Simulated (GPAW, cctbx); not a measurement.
## By hand: from a DFT structure factor to an extinction distance in BeAl2Ge2

BeAl2Ge2, P-3m1 (no. 164), a = 3.9758 Å, b = 3.9758 Å, c = 6.4102 Å, α = 90.00°, β = 90.00°, γ = 120.00°.

```
atom  mult.    x    y       z
 Ge1      2  1/3  2/3  0.1894
 Al1      2  1/3  2/3  0.6198
 Be1      1    0    0       0
```

The start was made by putting kin elements into a known structure type; the compound need not exist, or be stable, in this form.

A DFT run (GPAW, PBE, 450 eV, 7×7×4 k-points (along the axes of the calculation cell), Fermi–Dirac width 0.1 eV) gives the static X-ray structure factor of 1 0 -1 as 31.409 e for the conventional cell; superposed free atoms give 31.186 e. **Problem.** Find the Fourier component V of the crystal potential and the two-beam extinction distance at 120 kV in both cases.

## Step 1: Geometry

The cell volume is Ω = 87.75 Å³ and d(1 0 -1) = 3.0333 Å, so g = 1/d = 0.3297 Å⁻¹.

## Step 2: The nuclei

Electrons feel nuclei as well as electrons, so the nuclear charges are summed with the same phases.

Phase sums Σ exp(2πi h·x), turned so that the total is real and positive: Ge +1.237, Al -0.454, Be +1.000. Then F_Z = 32 × (+1.237) + 13 × (-0.454) + 4 × (+1.000) = 37.66 e. The electron term has the same sign for this reflection.

## Step 3: Mott–Bethe

Poisson's equation, term by term, gives V = (e/4πε₀)(F_Z − F)/(πΩg²), with e/4πε₀ = 14.3996 V Å.

The prefactor is 14.3996 × 3.0333²/(π × 87.75) = 0.48059 V per electron. Free atoms: (37.66 − 31.186) × 0.48059 = 3.114 V. Crystal: (37.66 − 31.409) × 0.48059 = 3.006 V. F changes by +0.72 % and V by -3.4 %: the same 0.22 e is measured against F_Z − F = 6.5 e in place of F = 31.2 e.

## Step 4: Extinction distance

In the two-beam case ξ = 1/(λU) with U = 2γm₀eV/h², that is ξ = 150.41 V Å²/(γλV).

At 120 kV, λ = 0.03349 Å and γ = 1.2348. Free atoms: ξ = 1168 Å. Crystal: ξ = 1210 Å. The thickness fringes go as sin²(πt/ξ), so the two patterns slip by a quarter of a period when t|1/ξ₁ − 1/ξ₀| = 1/4, at t ≈ 848 nm, thicker than usual samples. Thermal motion, absorption and many-beam coupling, left out here, change a real pattern.

## Step 5: Answer

V(1 0 -1) is 3.01 V against 3.11 V, and ξ is 1210 against 1168 Å. Limits: static atoms, two beams.

[Outputs are excerpts: Python notices, other lines and further rows are left out; steps that failed or that the build refused (PBEsol, TPSS) are not shown.]

[Logs are printed without paths, hosts, clocks, repeated set-up lines and the standing remarks that a program may print on its own settings, such as how far it seeks lower states.]
